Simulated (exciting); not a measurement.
Two BSE runs for the Ti K edge of K2TiF6, space group P-3m1. Run A: exciting, all-electron LAPW+lo, LDA, exchange and screened direct term (singlet BSE), 2×2×3 shifted k points, 59 conduction bands, |G+q| up to 3 bohr⁻¹, full RPA screening with nempty = 94, Lorentzian half width 0.47 eV. Run B differs in one setting: k mesh, kernel cutoff, basis, band set, screening or width.

Energy from the Kohn–Sham onset, core level to the lowest empty state found on the meshes used; one zero for both, scaled to A's maximum:

| E (eV) | A | B |
| --- | --- | --- |
| -0.5 | 0.01 | 0.03 |
| 0.0 | 0.01 | 0.04 |
| 0.5 | 0.02 | 0.04 |
| 1.0 | 0.02 | 0.05 |
| 1.5 | 0.03 | 0.06 |
| 2.0 | 0.04 | 0.07 |
| 2.5 | 0.06 | 0.09 |
| 3.0 | 0.10 | 0.11 |
| 3.5 | 0.13 | 0.13 |
| 4.0 | 0.18 | 0.15 |
| 4.5 | 0.22 | 0.17 |
| 5.0 | 0.17 | 0.18 |
| 5.5 | 0.16 | 0.18 |
| 6.0 | 0.17 | 0.19 |
| 6.5 | 0.18 | 0.20 |
| 7.0 | 0.18 | 0.21 |
| 7.5 | 0.18 | 0.23 |
| 8.0 | 0.21 | 0.25 |
| 8.5 | 0.24 | 0.28 |
| 9.0 | 0.28 | 0.32 |
| 9.5 | 0.30 | 0.37 |
| 10.0 | 0.39 | 0.43 |
| 10.5 | 0.54 | 0.51 |
| 11.0 | 0.84 | 0.59 |
| 11.5 | 0.93 | 0.64 |
| 12.0 | 0.99 | 0.65 |
| 12.5 | 0.77 | 0.62 |
| 13.0 | 0.63 | 0.57 |
| 13.5 | 0.49 | 0.52 |
| 14.0 | 0.43 | 0.49 |
| 14.5 | 0.52 | 0.48 |
| 15.0 | 0.54 | 0.46 |
| 15.5 | 0.44 | 0.44 |
| 16.0 | 0.38 | 0.41 |
| 16.5 | 0.35 | 0.40 |
| 17.0 | 0.37 | 0.39 |
| 17.5 | 0.35 | 0.39 |
| 18.0 | 0.37 | 0.41 |
| 18.5 | 0.52 | 0.43 |
| 19.0 | 0.55 | 0.44 |
| 19.5 | 0.47 | 0.43 |
| 20.0 | 0.44 | 0.43 |
| 20.5 | 0.46 | 0.43 |
| 21.0 | 0.49 | 0.42 |
| 21.5 | 0.46 | 0.42 |
| 22.0 | 0.50 | 0.40 |
| 22.5 | 0.49 | 0.38 |
| 23.0 | 0.37 | 0.35 |
| 23.5 | 0.29 | 0.32 |
| 24.0 | 0.28 | 0.29 |

**Question.** Which is the likeliest?

The half width (eV) from 0.47 to 1.41. Against run A the r.m.s. difference is 21 %. The highest maximum lies at 11.9 eV (0.65), against 11.9 eV (1.00). Only the width of each line changes; the area stays. A table step wider than the lines misses their tops. Other settings could leave a like mark; this is the change that was made.

[Hosts, paths, dates, database ids (printed as entryN), source tags and the programs' standing remarks are cut or masked in the printed files.]
